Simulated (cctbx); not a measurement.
# Lu5Zr3Ni6Bi6As6Pt10: as given, inverted or twinned?

Space group P-62m (no. 189), a = 13.7020 Å, b = 13.7020 Å, c = 4.1630 Å, α = 90.00°, β = 90.00°, γ = 120.00°.

```
atom  mult.       x       y    z  Ueq (Å²)
 Bi1      6  0.3068  0.4813  1/2    0.0031
 Pt1      1       0       0    0    0.0025
 Pt2      6  0.1205  0.4817  1/2    0.0025
 Pt3      3  0.7255       0  1/2    0.0043
 Lu1      2     1/3     2/3    0    0.0043
 Lu2      3  0.1776       0  1/2    0.0026
 Zr1      3  0.5653       0    0    0.0042
 As1      3  0.3579       0    0    0.0041
 As2      3  0.8225       0    0    0.0053
 Ni1      6  0.1946  0.3751    0    0.0043
```

This is a model crystal, built by substitution and not relaxed, with assumed displacement parameters.

Data sets are simulated with cctbx and refined with Bijvoet mates kept apart; Flack x is then fitted as the share of an inverted twin with the atoms fixed, Hooft y from the Bijvoet differences. The group is acentric but holds improper operations, so there is an absolute structure (orientation) and no hand.

Untwinned crystal. What Flack and Hooft values should come out?

```
  λ (Å)  extinction (unmodelled)  d min (Å)  top counts  error (%)     model      R1  Flack x   s.u.  Hooft y   s.u.  pairs
0.71073                      0.1       0.77        5000          3  as given  0.0198    0.015  0.018    0.008  0.017    279
0.71073                      0.1       0.77        5000          3  inverted  0.0526    0.989  0.019    1.004  0.017    279
1.54184                      0.1       0.83       70000        1.5  as given  0.0055   -0.005  0.007   -0.007  0.006    222
```

With Mo Kα, x is within 3 s.u. of 0, so the absolute structure is right. With Cu Kα, x is within 3 s.u. of 0, so the absolute structure is right. Inverting the model turns x into about 1 − x.

A further crystal gives:

```
  λ (Å)  extinction (unmodelled)  d min (Å)  top counts  error (%)     model      R1  Flack x  s.u.  Hooft y   s.u.  pairs
0.71073                      0.1       0.75        5000          3  as given  0.0539     0.78  0.04    0.775  0.028    302
```

**Question.** What is it?

It was simulated as an inversion twin with a fraction 0.8 of the inverted domain. Flack x is over 3 s.u. from both 0 and 1 and reads that fraction.

[Logs are printed without paths, hosts, clocks, repeated set-up lines and the standing remarks that a program may print on its own settings, such as how far it seeks lower states.]
